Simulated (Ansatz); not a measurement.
# SrH3PbI: complex band structure, part 2 of 3

A new crystal, SrH3PbI: structure, gap and complex bands. It is built by putting Pb for part of the Sr in the Sr2H3I structure of space group P-3m1, with the volume rescaled by atomic radii. The parent structure comes from the Materials Project.

Ansatz 0.2.0; PBEsol DFT, plane waves, PAW files (the session's first sound run).

So far. Step 2 (Relaxing the new crystal): The largest force component on a free atom ends at 0.012 eV/Å.

The structure was built from a prototype and need not be the compound's stable phase.

**3. The bulk crystal and its band edges**

The energy window and the wavevectors of the next steps follow from the band edges, so these are searched first, off the mesh as well.

input.yaml reads:

```yaml
crystal:
  lattice:
    - [4.1630908768, 0.0, 0.0]
    - [-2.0815454384, 3.6053424576, 0.0]
    - [0.0, 0.0, 7.4871620739]
  atoms:
    - { symbol: Sr, position: [0.6666666667, 0.3333333333, 0.6835608902] }
    - { symbol: Pb, position: [0.3333333333, 0.6666666667, 0.3356916322] }
    - { symbol: H, position: [0.0, 0.0, 0.509681666] }
    - { symbol: H, position: [0.6666666667, 0.3333333333, 0.361783955] }
    - { symbol: H, position: [0.3333333333, 0.6666666667, 0.622789415] }
    - { symbol: I, position: [0.0, 0.0, -0.0135075583] }
kpoints:
  mp_grid: { grid: [8, 8, 4] }
  band_path: { path: [VBM, CBM], npoints: 30 }
scf:
  occupations: { method: fixed }
hamiltonian:
  xc: pbesol
output:
  eigenvalues: true
  write_potential: true
  write_density: true
  volumetric_format: npy
  elf: true
```

Started as:

```bash
ansatz run input.yaml --threads 2 --pin off --max-ram 4096MiB --backend cpu --events-out ev --progress --plain --runs-dir out
```

Numbers of over 12 decimals in the logs are rounded to 6 here.

The log of the run:

```text
[...]
Crystal: 6 atoms, lattice volume = 112.378 Å³
Basis set: ecut = 420 eV, 2167 PW (Γ)
Bands: 28, of which v1, the nominal top of the filled ones, is band 22 counted from 1 (21 counted from 0)
Symmetry: 6 space group operations
[...]
k-points: 35 of 256 (time reversal used)
[...]
SCF iter   1: F=—  HF=-22728.602623 eV  |F-HF|=—  |Δ(HF+E_count)|=         —  Δρ=4.50e-3  dr2=2.53e-2  ethr=1.77e-3  ⟨swp⟩=6.5  Hψ=4287  notcnv=0  defer=137
[...]
SCF iter   6: F=-22728.594645 eV  HF=-22728.594645 eV  |F-HF|=8.84e-9  |Δ(HF+E_count)|=   2.71e-7  Δρ=8.29e-6  dr2=7.26e-8  ethr=2.27e-10  ⟨swp⟩=13.0  Hψ=6823  notcnv=0
SCF 1 converged in 6 iterations: F = -22728.594645 eV  dr2 = 7.26e-8
[...]
NSCF: frozen V_eff on 34 k-points
[...]
SCF converged after 6 iterations
Free energy (F): -22728.594645 eV
[...]
Internal energy: -22728.594645 eV  (E = F + TS)
E sigma→0 (E₀):  -22728.594645 eV
Fermi energy:    8.316075 eV
[...]
--- Band table (eV; the first three rows and the last of 35) ---
  k-point 0: bands = [... 18 lower, 6.0584, 6.0584, 7.2308, 8.3161, 9.7228, 10.2925, 10.2925, 11.6226, ... 2 higher]
  k-point 1: bands = [... 18 lower, 6.0705, 6.0705, 7.2029, 8.2129, 10.1470, 10.1470, 10.2935, 11.5899, ... 2 higher]
  k-point 2: bands = [... 18 lower, 6.0829, 6.0829, 7.1925, 8.1796, 10.0214, 10.0214, 10.6043, 11.5398, ... 2 higher]
  k-point 34: bands = [... 18 lower, 4.0856, 4.5818, 5.3631, 5.6769, 9.1474, 9.5571, 12.0533, 12.8393, ... 2 higher]
```

Run time: 23 s. Hardware: 2 threads of Arm Neoverse V2, shared host; peak memory 0.39 GiB; 45 s of CPU time.

Numbers from this step:

* free energy: -22728.5946 eV
* Fermi energy: 8.316 eV
* gap on the k-mesh: 0.5745 eV
* gap on path: 0.5745 eV, by band count; negative where bands overlap
* direct gap on path: 1.318 eV
* edge places on path: 0, 0.8714 1/A along the path

Electronic bands along the path, in eV, zero at the Fermi level (highest filled level under fixed occupations); v1 is the highest filled band, c1 the lowest empty one:

| point | v4 | v3 | v2 | v1 | c1 | c2 | c3 | c4 |
| --- | --- | --- | --- | --- | --- | --- | --- | --- |
| VBM | -2.26 | -2.26 | -1.09 | 0.00 | 1.41 | 1.98 | 1.98 | 3.31 |
| halfway | -3.17 | -2.58 | -2.54 | -1.41 | 1.18 | 1.31 | 3.36 | 3.85 |
| CBM | -3.75 | -3.54 | -2.85 | -2.07 | 0.57 | 2.01 | 2.89 | 4.40 |

Valence density in the ac plane at fractional y = 0.000, with atoms of H and I within 0.2 Å of it. It is the smooth field of the valence electrons, not physical close to the nuclei.

Ten steps, logarithmic in the rise over the least value, from '0' (0 e/Å³) to '9' (16 e/Å³), each cell a mean:
```
99632100012479
87431100012357
44321000001234
32210000001122
11100000000111
00000000000000
00000011100000
00000111100000
10000011100000
21100000000011
33100000000123
43110000000124
32100000000123
11100011100011
00000111110000
00000122110000
00000111110000
00000011100000
00000000000000
11100000000011
32210000001122
44321000001234
87431000012357
99632100012479
```
Columns run along a (4.2 Å), rows up along c (7.5 Å). Atoms in or near the plane, at fractional coordinates: H at (0.00, 0.51), I at (0.00, 0.99).

ELF in the ac plane at fractional y = 0.000, with atoms of H and I within 0.2 Å of it. It is the smooth field of the valence electrons, not physical close to the nuclei.

Values in units of 1e-1, 24 rows by 14 columns, each cell a mean:
```
 3.5  2.4  5.2  6.5  7.4  6.0  1.7  0.8  3.2  6.7  7.2  6.3  4.0  2.3
 3.1  4.0  5.9  6.9  7.4  5.6  1.5  0.7  2.9  6.3  7.4  6.6  5.3  3.7
 5.6  6.0  6.7  7.4  6.8  4.0  1.0  0.5  1.8  4.9  7.4  7.2  6.4  5.8
 6.6  6.9  7.2  6.8  4.3  1.7  0.4  0.3  0.7  2.2  5.5  7.0  7.1  6.8
 6.8  6.7  5.9  4.0  1.4  0.6  0.4  0.4  0.4  0.7  2.3  4.6  6.4  6.7
 3.7  3.4  2.2  1.1  0.5  0.6  1.0  1.1  0.8  0.5  0.6  1.3  2.8  3.5
 1.4  1.2  0.7  0.4  0.4  0.8  1.7  1.9  1.4  0.7  0.4  0.5  1.0  1.3
 2.6  2.1  1.0  0.5  0.5  1.0  1.8  2.0  1.5  0.8  0.4  0.5  1.4  2.3
 7.6  6.7  3.3  1.1  0.5  0.8  1.2  1.3  1.0  0.6  0.6  1.4  4.9  7.1
 9.9  9.6  7.2  2.8  0.7  0.6  0.7  0.8  0.6  0.6  1.1  3.8  8.8  9.8
10.0 10.0  9.1  5.1  1.1  0.6  0.5  0.5  0.5  0.6  2.1  6.5  9.8 10.0
10.0 10.0  9.4  5.8  1.4  0.8  0.7  0.7  0.7  0.8  2.6  7.1  9.9 10.0
10.0  9.9  8.4  4.2  1.3  1.2  1.3  1.4  1.3  1.1  2.0  5.4  9.5 10.0
 9.7  9.1  5.7  2.3  1.4  1.7  2.0  2.1  1.9  1.5  1.5  3.0  7.5  9.4
 6.8  5.3  2.3  1.3  1.6  2.1  2.4  2.5  2.4  2.0  1.4  1.4  3.4  5.9
 1.9  1.5  0.9  1.1  1.9  2.4  2.7  2.7  2.6  2.3  1.5  1.0  1.1  1.6
 0.5  0.4  0.5  0.9  1.9  2.5  2.8  2.8  2.7  2.4  1.5  0.8  0.5  0.5
 0.8  0.7  0.6  0.7  1.5  2.2  2.7  2.8  2.6  2.0  1.1  0.7  0.6  0.7
 3.2  2.7  1.6  1.0  1.0  1.4  2.1  2.2  1.9  1.3  0.9  1.1  2.0  2.9
 6.8  6.5  5.1  3.2  1.3  0.9  1.0  1.0  0.9  0.9  1.9  3.7  5.8  6.6
 6.9  7.1  7.1  6.2  3.4  1.4  0.6  0.5  0.8  1.8  4.7  6.6  7.1  7.0
 5.9  6.3  6.8  7.2  6.1  3.2  0.7  0.4  1.4  4.0  6.9  7.2  6.6  6.2
 3.3  4.3  6.1  6.9  7.2  5.0  1.2  0.6  2.4  5.8  7.3  6.7  5.5  3.9
 3.5  2.5  5.3  6.6  7.3  5.8  1.6  0.7  3.0  6.5  7.2  6.3  4.1  2.3
```
Columns run along a (4.2 Å), rows up along c (7.5 Å). Atoms in or near the plane, at fractional coordinates: H at (0.00, 0.51), I at (0.00, 0.99).

Electrostatic potential energy in the ac plane at fractional y = 0.000, with atoms of H and I within 0.2 Å of it. With pseudopotentials it is smooth inside the atoms' cores, unlike the true potential.

Values in eV, 24 rows by 14 columns, each cell a mean:
```
 12  10  -9  -9   5  10  11  11  11   9   0 -11  -2  11
  4  -3 -12  -5   7  10  11  11  11   9   3  -8 -10   0
-12 -12  -6   3   8  10  10  10  10   9   7   1  -9 -12
 -2   0   5   7   9   9   9   9   9   9   9   7   3  -1
  7   8   9   9   9   8   7   7   8   8   9   9   8   8
 10  10  10   9   8   6   5   5   6   7   8   9  10  10
 11  11  10   9   7   5   4   3   4   6   8   9  10  11
 11  11  10   9   7   5   3   3   4   6   8   9  11  11
 11  11  10   9   8   6   4   4   5   7   8  10  11  11
  8   9  10  10   9   8   6   6   7   8   9  10  10   9
-10   1  10  10  10   9   8   8   8   9  10  10   8  -3
-13  -6   9  11  10   9   8   8   9   9  10  10   5 -10
 -7   2  10  11  10   9   8   8   8   9  10  11   8  -2
  8  10  11  10   9   8   6   6   7   8  10  11  11   9
 11  11  11  10   8   6   5   4   5   7   9  10  11  11
 12  11  11  10   8   6   4   3   4   6   8  10  11  11
 11  11  11  10   8   6   4   4   5   7   9  10  11  11
 11  11  11  10   9   7   6   6   7   8   9  10  11  11
 10  11  10  10  10   9   8   8   8   9  10  10  11  11
  8   8   9  10  10  10  10  10  10  10  10  10   9   8
 -2   0   5   8  10  11  11  11  11  11   9   7   3  -1
-12 -11  -5   3   9  11  11  11  11  10   7   1  -9 -12
  3  -3 -11  -5   7  10  11  12  11  10   3  -8 -10  -1
 12  10  -9  -9   5  10  11  12  11   9   0 -11  -2  11
```
Columns run along a (4.2 Å; values clipped at the 3rd and 97th percentile), rows up along c (7.5 Å). Atoms in or near the plane, at fractional coordinates: H at (0.00, 0.51), I at (0.00, 0.99).

The searched edges give 0.574 eV, as on the mesh.

**4. Decaying states in the gap, plane (100), k-mesh 6×4×6**

This step: PBEsol DFT, plane waves, PAW files; complex bands by layer matching along the plane's normal (Ansatz 0.2.0).

The same crystal is laid in a cell whose first two vectors span the (100) plane (indices of the standard conventional cell, whose axes can be ordered otherwise than in the bulk input). At fixed energy and wavevector in the plane the solver finds all kz, real and complex. A few wavevectors are listed, (0, 0) and (-0.5, 0) in units of the plane's reciprocal vectors; the slowest state needn't be among them.

input.yaml reads:

```yaml
crystal:
  lattice:
    - [4.163090877, 0.0, 0.0]
    - [0.0, 7.487162074, 0.0]
    - [2.081545438, 0.0, 3.605342458]
  atoms:
    - { symbol: Sr, position: [0.6666666667, 0.6835608902, 0.6666666667] }
    - { symbol: Pb, position: [0.3333333333, 0.3356916322, 0.3333333333] }
    - { symbol: H, position: [0.0, 0.509681666, 0.0] }
    - { symbol: H, position: [0.6666666667, 0.361783955, 0.6666666667] }
    - { symbol: H, position: [0.3333333333, 0.622789415, 0.3333333333] }
    - { symbol: I, position: [0.0, 0.9864924417, 0.0] }
kpoints:
  mp_grid: { grid: [6, 4, 6] }
scf:
  occupations: { method: fixed }
hamiltonian:
  xc: pbesol
output:
  eigenvalues: true
  transmission:
    leads: [[0, 0]]
    kpoints: [[0.0, 0.0], [-0.5, 0.0]]
    e_range: [-1.0, 1.57]
    de: 0.05
```

The log of the run:

```text
[...]
Crystal: 6 atoms, lattice volume = 112.378 Å³
Basis set: ecut = 420 eV, 2167 PW (Γ)
Bands: 28, of which v1, the nominal top of the filled ones, is band 22 counted from 1 (21 counted from 0)
Symmetry: 6 space group operations
[...]
k-points: 24 of 144 (time reversal used)
[...]
SCF iter   1: F=—  HF=-22728.600498 eV  |F-HF|=—  |Δ(HF+E_count)|=         —  Δρ=4.47e-3  dr2=2.52e-2  ethr=1.77e-3  ⟨swp⟩=6.3  Hψ=2950  notcnv=0  defer=93
[...]
SCF iter   6: F=-22728.592442 eV  HF=-22728.592442 eV  |F-HF|=3.81e-9  |Δ(HF+E_count)|=   3.78e-8  Δρ=8.97e-6  dr2=9.06e-8  ethr=2.27e-10  ⟨swp⟩=12.9  Hψ=4474  notcnv=0
SCF 1 converged in 6 iterations: F = -22728.592442 eV  dr2 = 9.06e-8
[...]
transmission: 6 of 12 steps passed
transmission: 12 of 12 steps passed
SCF converged after 6 iterations
Free energy (F): -22728.592442 eV
[...]
Internal energy: -22728.592442 eV  (E = F + TS)
E sigma→0 (E₀):  -22728.592442 eV
Fermi energy:    8.315910 eV
[...]
--- Band table (eV; the first three rows and the last of 24) ---
  k-point 0: bands = [... 18 lower, 6.0591, 6.0591, 7.2314, 8.3159, 9.7223, 10.2911, 10.2911, 11.6233, ... 2 higher]
  k-point 1: bands = [... 18 lower, 5.6040, 5.8947, 6.3611, 7.4652, 9.3750, 9.8696, 11.5698, 11.8101, ... 2 higher]
  k-point 2: bands = [... 18 lower, 4.5918, 5.4113, 5.5975, 6.5141, 9.1740, 9.9548, 11.5543, 12.3298, ... 2 higher]
  k-point 23: bands = [... 18 lower, 3.7872, 4.4087, 5.3482, 5.6404, 9.2510, 9.4573, 11.9171, 13.1341, ... 2 higher]
--- Transmission ---
  basis      : 269 plane waves across, 6 finite elements along
  points     : 2, as listed
  energies   : 52 from -1.000000 to 1.550000 eV about the Fermi level, 0.050000 eV apart; the leads are filled to 0.286339 eV, and channels, transmission and decay are at 0.300000 eV
  crystal 0  : Sr1H3I1Pb1, at the sites [0, 0], period 3.6053 Å: whole cells are its period
    offset         : up to 0.0000 Å between an atom of the period and one for which it stands
    channels       : 0.000000e0 a spin
    conductance    : none, the energies end too early or step too widely for 300 K: set another output.transmission.e_range or a lower de, or, where they end at an eighth of basis.ecutwfc, a higher one
    slowest decay  : 0.1371 /Å at (-0.5000, 0.0000)
```

The job ended after 52 s (2 threads; peak memory 0.74 GiB).

This step gave:

```
free energy                                               : -22728.5924 eV
gap on the k-mesh                                         : 0.5727 eV
level to which the leads are filled                       : 0.2863 eV from the Fermi level
decay constant at the filling level, zone centre          : 0.1412 Å⁻¹
decay constant at the filling level, slowest listed point : 0.1371 Å⁻¹
```

K parallel (0, 0); values up to 1.5 1/Å, a degenerate pair printed once or twice; energies at which all values exceed this have no row. Table of Im kz of the slowest decaying states by energy, zero at the highest filled level on the SCF mesh:

| energy (eV) | decay 1 (Å⁻¹) | decay 2 (Å⁻¹) | decay 3 (Å⁻¹) | decay 4 (Å⁻¹) |
| --- | --- | --- | --- | --- |
| -1.000 | 0.0980 | 0.193 | 0.491 | 0.561 |
| -0.800 | 0.180 | 0.488 | 0.572 | 0.588 |
| -0.600 | 0.201 | 0.484 | 0.550 | 0.559 |
| -0.400 | 0.215 | 0.479 | 0.504 | 0.543 |
| -0.200 | 0.224 | 0.453 | 0.474 | 0.525 |
| 0.000 | 0.00905 | 0.228 | 0.393 | 0.467 |
| 0.200 | 0.117 | 0.225 | 0.320 | 0.460 |
| 0.400 | 0.161 | 0.214 | 0.220 | 0.451 |
| 0.600 | 0.190 | 0.191 | 0.442 | 0.444 |
| 0.800 | 0.146 | 0.213 | 0.430 | 0.431 |
| 1.000 | 0.0472 | 0.229 | 0.418 | 0.420 |
| 1.200 | 0.240 | 0.406 | 0.407 | 0.561 |
| 1.400 | 0.249 | 0.394 | 0.394 | 0.541 |

K parallel (0, 0). Re kz of states that move upwards against energy, zero at the highest filled level on the SCF mesh:

| energy (eV) | channel 1 (Å⁻¹) | channel 2 (Å⁻¹) | channel 3 (Å⁻¹) |
| --- | --- | --- | --- |
| -1.00 | -0.326 | - | - |
| -0.90 | -0.302 | - | - |
| -0.80 | -0.278 | - | - |
| -0.75 | -0.266 | - | - |
| -0.65 | -0.243 | - | - |
| -0.55 | -0.218 | - | - |
| -0.45 | -0.194 | - | - |
| -0.40 | -0.181 | - | - |
| -0.30 | -0.154 | - | - |
| -0.20 | -0.123 | - | - |
| -0.10 | -0.0854 | - | - |
| -0.05 | -0.0596 | - | - |
| 0.00 | - | - | - |
| 0.05 | - | - | - |
| 0.15 | - | - | - |
| 0.25 | - | - | - |
| 0.30 | - | - | - |
| 0.40 | - | - | - |
| 0.50 | - | - | - |
| 0.60 | -0.783 | - | - |
| 0.65 | -0.722 | - | - |
| 0.75 | -0.644 | - | - |
| 0.85 | -0.585 | - | - |
| 0.95 | -0.535 | - | - |
| 1.00 | -0.512 | - | - |
| 1.10 | -0.469 | -0.135 | 0.324 |
| 1.20 | -0.428 | -0.0924 | 0.384 |
| 1.30 | -0.389 | -0.0575 | 0.433 |
| 1.35 | -0.370 | -0.0391 | 0.456 |
| 1.45 | -0.331 | 0.499 | - |
| 1.55 | -0.292 | 0.542 | - |

K parallel (-0.5, 0); values up to 1.5 1/Å, a degenerate pair printed once or twice; energies at which all values exceed this have no row. Im kz of the slowest decaying states against energy, zero at the highest filled level on the SCF mesh:

| energy (eV) | decay 1 (Å⁻¹) | decay 2 (Å⁻¹) | decay 3 (Å⁻¹) | decay 4 (Å⁻¹) |
| --- | --- | --- | --- | --- |
| -1.000 | 0.246 | 0.257 | 0.479 | 0.925 |
| -0.800 | 0.242 | 0.267 | 0.484 | 0.901 |
| -0.600 | 0.235 | 0.274 | 0.487 | 0.877 |
| -0.400 | 0.224 | 0.279 | 0.489 | 0.852 |
| -0.200 | 0.208 | 0.280 | 0.490 | 0.827 |
| 0.000 | 0.187 | 0.280 | 0.489 | 0.801 |
| 0.200 | 0.157 | 0.277 | 0.488 | 0.773 |
| 0.400 | 0.111 | 0.272 | 0.486 | 0.745 |
| 0.600 | 0.265 | 0.483 | 0.716 | 0.941 |
| 0.800 | 0.256 | 0.480 | 0.685 | 0.926 |
| 1.000 | 0.244 | 0.476 | 0.653 | 0.910 |
| 1.200 | 0.228 | 0.472 | 0.619 | 0.875 |
| 1.400 | 0.208 | 0.468 | 0.583 | 0.837 |

At the listed wavevectors the last open channel is at -0.05 eV and the next at +0.60 eV on the grid. At +0.30 eV, the grid energy nearest the filling level (the middle of the gap on the SCF mesh), the slowest state at the listed wavevectors decays with κ = 0.137 Å⁻¹, its amplitude falling by e over 7.3 Å. Through 1 nm of this crystal that state's transmission falls by exp(−2 × 0.137 Å⁻¹ × 10 Å) = 0.064.

(Part 2 of 3 ends here.)

[Logs are printed without paths, hosts, clocks, repeated set-up lines and the standing remarks that a program may print on its own settings, such as how far it seeks lower states.]

[Hosts, paths, dates, database ids (printed as entryN), source tags and the programs' standing remarks are cut or masked in the printed files.]

[New means built here by substitution; the compound itself may be known and measured.]
